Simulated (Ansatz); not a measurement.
# What LiPtF3 (built on the sites of a database entry of KPdF3) distorts into, part 3 of 3

Aim: this structure of LiPtF3 (built on the sites of a database entry of KPdF3) is to be tested for unstable modes, and one is followed downhill.

Ansatz 0.2.0; DFT LDA, scalar-relativistic, plane waves, PAW.

So far. Step 4 (The mode frozen in, largest atomic shift 0.6 Å): The run ends at a pressure of 0.26 GPa, with forces up to 0.63 eV/Å. Step 5 (Energy along the mode, all amplitudes (two of the runs …): The lowest of the steps tried is the last one, at 0.6 Å, 48.9 meV/atom below the parent; the bottom of the well need not coincide with a step.

The structure was built from a prototype and need not be the compound's stable phase.

### 7. The new phase in its own primitive cell

The relaxed structure is symmetrised, reduced to its primitive cell and relaxed tightly, as its phonons need.

Input file input.yaml:

```yaml
crystal:
  lattice:
    - [4.2086164145, 0.0, 0.0]
    - [0.0, 2.6199027694, 3.3528600829]
    - [0.0, -2.6199027694, 3.3528600829]
  atoms:
    - { symbol: Li, position: [0.5, 0.3117462763, 0.3117462763] }
    - { symbol: Pt, position: [0.0, 0.0218910379, 0.0218910379] }
    - { symbol: F, position: [0.0, 0.5185298095, 0.0441346152] }
    - { symbol: F, position: [0.0, 0.0441346152, 0.5185298095] }
    - { symbol: F, position: [0.5, 0.0388986635, 0.0388986635] }
kpoints:
  mp_grid: { grid: [10, 10, 10] }
hamiltonian:
  xc: lda
scf:
  occupations: { method: methfessel_paxton, width: 0.2 }
output:
  forces: true
  stress: true
  eigenvalues: true
relax:
  adjacent_minimum: "off"
  f_tol: 0.001
  max_steps: 60
  cell: { stress_tol: 0.01 }
```

The run is started by

```
$ ansatz run input.yaml --threads 8 --pin off --max-ram 14336MiB --backend cpu --events-out ev --progress --plain --runs-dir out
```

Numbers of over 12 decimals in the logs are rounded to 6 here.

Log:

```text
[...]
Crystal: 5 atoms, lattice volume = 73.938 Å³
Basis set: ecut = 420 eV, 1421 PW (Γ)
Bands: 26, of which v1, the nominal top of the filled ones, is band 21 counted from 1 (20 counted from 0)
Symmetry: 4 space group operations
[...]
k-points: 186 of 1000 (time reversal used)
[...]
cell:  # Å, volume = 73.9262 Å³
    - [4.199589, 0.0, 0.0]
    - [0.0, 2.617807, 3.362205]
    - [0.0, -2.617807, 3.362205]
  atoms:
    - { symbol: Li, position: [0.5, 0.311746, 0.311746] }
    - { symbol: Pt, position: [0, 0.021710, 0.021710] }
    - { symbol: F, position: [0, 0.518283, 0.043980] }
    - { symbol: F, position: [0, 0.043980, 0.518283] }
    - { symbol: F, position: [0.5, 0.039480, 0.039480] }
[key lines of the parts left out:]
SCF converged after 5 iterations
Free energy (F): -14826.134717 eV
Fermi energy:    5.828176 eV
P = ⅓ Tr σ = 0.0011 GPa (0.011 kbar)
```

Run time: 67 s. Hardware: 8 threads of Arm Neoverse N1, shared host; peak memory 0.75 GiB.

Relaxation path:

```
step  energy less that of the first step (eV)  largest force component (eV/Å)  pressure (GPa)  volume (Å³)
   1                                   0.0000                          0.0071            0.06        73.94
   2                                   0.0000                          0.0028           -0.01        73.96
   3                                  -0.0002                          0.0046            0.00        73.92
   4                                  -0.0002                          0.0021            0.00        73.92
   5                                  -0.0002                          0.0012            0.00        73.92
   6                                  -0.0002                          0.0001            0.00        73.92
  7*                                  -0.0002                          0.0002            0.00        73.92
   8                                  -0.0001                          0.0004            0.00        73.93
  9*                                  -0.0001                          0.0004            0.00        73.93
```

Relaxation steps marked * repeat the geometry before them on a plane-wave basis chosen anew for their cell, so energy and pressure can jump there.

Forces are held to the 4 operations that the run works with; a distortion that breaks them can't arise in this run.

```
conventional cell, symmetrised  before  after  change
                         a (Å)   4.209  4.200  -0.2 %
                         b (Å)   5.240  5.236  -0.1 %
                         c (Å)   6.706  6.724  +0.3 %
              volume (Å³/atom)   14.79  14.79  -0.0 %
```

Numbers from this step:

```
pressure : 0.001063 GPa
```

The largest force component left is 0.38 meV/Å and the pressure is 0.001 GPa, within the tolerances set. The cell now holds 14.79 Å³/atom.

### 8. Modes of the new phase, k-mesh 10×10×10

A relaxed structure may still be a saddle point, so its zone-centre modes are computed. No field response is asked, since the mesh shows no gap.

Input file input.yaml:

```yaml
crystal:
  lattice:
    - [4.1995890924, 0.0, 0.0]
    - [0.0, 2.6178068839, 3.3622047897]
    - [0.0, -2.6178068839, 3.3622047897]
  atoms:
    - { symbol: Li, position: [0.5, 0.3117459173, 0.3117459173] }
    - { symbol: Pt, position: [0.0, 0.0217103212, 0.0217103212] }
    - { symbol: F, position: [0.0, 0.51828323, 0.0439804636] }
    - { symbol: F, position: [0.0, 0.0439804636, 0.51828323] }
    - { symbol: F, position: [0.5, 0.0394804702, 0.0394804702] }
kpoints:
  mp_grid: { grid: [10, 10, 10] }
hamiltonian:
  xc: lda
scf:
  occupations: { method: methfessel_paxton, width: 0.2 }
output:
  eigenvalues: true
phonons:
  method: dfpt
```

Log:

```text
zone centre: on kpoints.mp_grid the ground state, and the responses unless they are solved on pairs of k-points, stand on 312 of the mesh's 1000 k-points, reduced under 2 symmetry operations, with k and −k counted as one. Each operation leaves every solved displacement unchanged or reverses it
[...]
Crystal: 5 atoms, lattice volume = 73.926 Å³
Basis set: ecut = 420 eV, 1421 PW (Γ), exchange–correlation on 60×60×60 points (8 copies of the dense FFT grid, shifted against one another)
Bands: 26, of which v1, the nominal top of the filled ones, is band 21 counted from 1 (20 counted from 0)
Symmetry: 4 space group operations
k-points: 312 of 1000 (irreducible under 2 space group operations, time reversal used)
[...]
SCF iter   1: F=—  HF=-14826.181783 eV  |F-HF|=—  |Δ(HF+E_count)|=         —  Δρ=1.76e-2  dr2=1.52e-1  ethr=1.77e-3  ⟨swp⟩=5.3  Hψ=33225  notcnv=0
[...]
SCF iter  10: F=-14826.134720 eV  HF=-14826.134720 eV  |F-HF|=1.82e-12  |Δ(HF+E_count)|=  7.28e-12  S|Δr|=    0.00e0  Δρ=4.21e-8  dr2=5.77e-13  ethr=1.00e-12  ⟨swp⟩=6.7  Hψ=35025  notcnv=0
SCF 1 converged in 10 iterations: F = -14826.134720 eV  dr2 = 5.77e-13
[...]
DFPT response loops at Γ: preconditioner auto → none (partly filled bands, converged f_vac=0.276); β = 0.50; Broyden in place of MSR1
SCF converged after 10 iterations
[...]
Free energy (F): -14826.134720 eV
[...]
Internal energy: -14826.135050 eV  (E = F + TS)
E sigma→0 (E₀):  -14826.134803 eV
Entropy (-TS):   0.000330 eV (0.066 meV/atom)
Fermi energy:    5.828176 eV
[...]
--- Band table (eV; the first three rows and the last of 312) ---
  k-point 0: bands = [... 17 lower, 3.2118, 3.4062, 3.4429, 4.3570, 4.3692, 6.2417, 11.3926, 12.7068, ... 1 higher]
  k-point 1: bands = [... 17 lower, 3.2674, 3.4648, 3.5301, 4.3671, 4.5964, 6.4200, 11.3627, 12.6085, ... 1 higher]
  k-point 2: bands = [... 17 lower, 3.3130, 3.6952, 3.7699, 4.3759, 5.0052, 6.9676, 11.1783, 12.4905, ... 1 higher]
  k-point 311: bands = [... 17 lower, 4.8519, 4.8527, 4.8528, 7.6163, 7.7328, 10.2393, 12.0906, 12.7143, ... 1 higher]
--- Phonons (Γ-DFPT): 12 representative perturbations + reference, on 312 of 1000 k-points (Σ response iterations 39) ---
  k mesh reduced under 2 symmetry operations, with k and −k counted as one. Each operation leaves every solved displacement unchanged or reverses it
  ASR residual: 3.596e-5 → 0.000e0 eV/Å²; symmetrization residual: 6.710e-7 eV/Å²
  ASR residual per site (eV/Å²): 5.52e-6 3.60e-5 1.06e-5 1.06e-5 9.34e-6
[...]
non-analytic LO–TO correction: not included (Born effective charges unavailable; polar crystals: no LO–TO splitting at Γ)
```

Run time: 2.8 min. Hardware: 8 threads; peak memory 1.8 GiB.

This step gave:

* sum-rule residual before enforcement: 3.60e-5 eV/Å²
* point group: mm2
* highest optical mode at the zone centre (no LO-TO term): 512.4 cm⁻¹
* lowest optical zone-centre mode: -236.8 cm⁻¹

Patterns of degenerate modes are one choice out of their space. The modes at Γ (shares of kinetic energy by element, %) (negative means imaginary):

```
mode  frequency (cm⁻¹)  symmetry  Li %  Pt %  F %
   1            -236.8        B1    82     0   18
   2            -103.2        B2    95     1    4
   3               0.0  acoustic     3    75   22
   4               0.0  acoustic     3    75   22
   5               0.0  acoustic     3    75   22
   6              34.6        A2     0     0  100
   7             112.7        B2     0     1   99
   8             131.5        B2     2    16   81
   9             171.2        B1    15    15   70
  10             176.8        A1    20     8   72
  11             254.4        A1     0     8   92
  12             441.0        A1    77     0   23
  13             445.0        B2     0     7   93
  14             487.7        A1     0     9   91
  15             512.4        B1     0    10   90
```

Displacements in mode 1 (-236.8 cm⁻¹), the largest set to 1:
```
Li1  1.00  0.00  0.00
Pt2  0.00  0.00  0.00
F3  -0.20  0.00  0.00
F4  -0.20  0.00  0.00
F5  -0.01  0.00  0.00
```

Displacements in mode 6 (34.6 cm⁻¹), the largest set to 1:
```
Li1  0.00  0.00  0.00
Pt2  0.00  0.00  0.00
F3  -1.00  0.00  0.00
F4   1.00  0.00  0.00
F5   0.00  0.00  0.00
```

Before it was imposed, the acoustic sum rule was missed by 3.6e-5 eV/Å². Small misses are needed for a sound result but don't prove that mesh and cutoff are converged. The lowest optical mode is imaginary, 236.8i cm⁻¹, so the energy falls along it.

### 9. The phases reached

The phases reached along the modes that were followed are set side by side.

Energies are those of the first relaxation, on the mesh of the frozen mode; space group, volume and gap are those of the last relaxation. Phases, by row:

```
                   mode frozen in  space group  energy from parent (meV/atom)  volume (Å³/atom)  gap on mesh (eV)  lowest zone-centre optical mode (cm⁻¹)  largest shift (Å)
                           parent        Pm-3m                              0             14.91                 0                                       –                  –
q = (-0.5, -0.5, -0.5), 225i cm⁻¹       I4/mmm                         -130.4             14.95                 0                                       –              0.963
q = (-0.5, -0.5, -0.5), 225i cm⁻¹         R-3m                         -167.6             15.15                 0                                       –              1.289
q = (-0.5, -0.5, -0.5), 225i cm⁻¹         Imma                         -212.5             14.03                 0                                       –              1.311
         q = (0, 0, 0), 220i cm⁻¹       P4/mmm                         -144.7             15.21                 0                                   -88.7              1.662
         q = (0, 0, 0), 220i cm⁻¹          R3m                         -167.8             14.92                 0                                   106.4              1.384
         q = (0, 0, 0), 220i cm⁻¹         Amm2                         -122.2             14.79                 0                                  -236.8              1.175
```

### 10. Outcome

| Quantity | Value |
| --- | --- |
| unstable mode of the parent | q = (0, 0, 0), 220i cm⁻¹ |
| depth at the lowest point sampled | 48.9 meV/atom |
| largest atomic shift at that point | 0.6 Å |
| space group reached (within 0.01 Å) | Amm2 |
| energy gained over the parent (first relaxation, on the mesh of the frozen mode) | 122 meV/atom |
| volume per atom, phase reached | 14.8 Å³ |
| lowest optical zone-centre mode, phase reached | -237 cm⁻¹ |
| highest optical mode at the zone centre (no LO-TO term), phase reached | 512 cm⁻¹ |

What this shows: Along this mode the structure falls into Amm2, 122 meV/atom below the parent. At the parent's cell the well is 48.92 meV/atom deep on the steps tried, with its lowest point at a shift of 0.6 Å. That is the last step tried, so the steps alone don't bracket the bottom of the well. Relaxing atoms and cell changes the gain by +73.29 meV/atom against the lowest step (energies at zero smearing). The new phase still has an imaginary mode at the zone centre of its cell, so it is a saddle point on the way to a lower structure. Of the 6 patterns followed to their end from this parent, this one ends 90.3 meV/atom above the lowest, Imma. Each path keeps the symmetry of its pattern, so a lower phase may lie along a pattern not tried. With no gap, or one that is small against the smearing, the frequencies hang on the k mesh and the smearing, most of all near Kohn anomalies. Spin-orbit coupling is left out, which can matter for the heavy elements here. The starting cell was built on a prototype and not taken from a measurement, so the phase need not exist.

[Logs are printed without paths, hosts, clocks, repeated set-up lines and the standing remarks that a program may print on its own settings, such as how far it seeks lower states.]

[Hosts, paths, dates, database ids (printed as entryN), source tags and the programs' standing remarks are cut or masked in the printed files.]
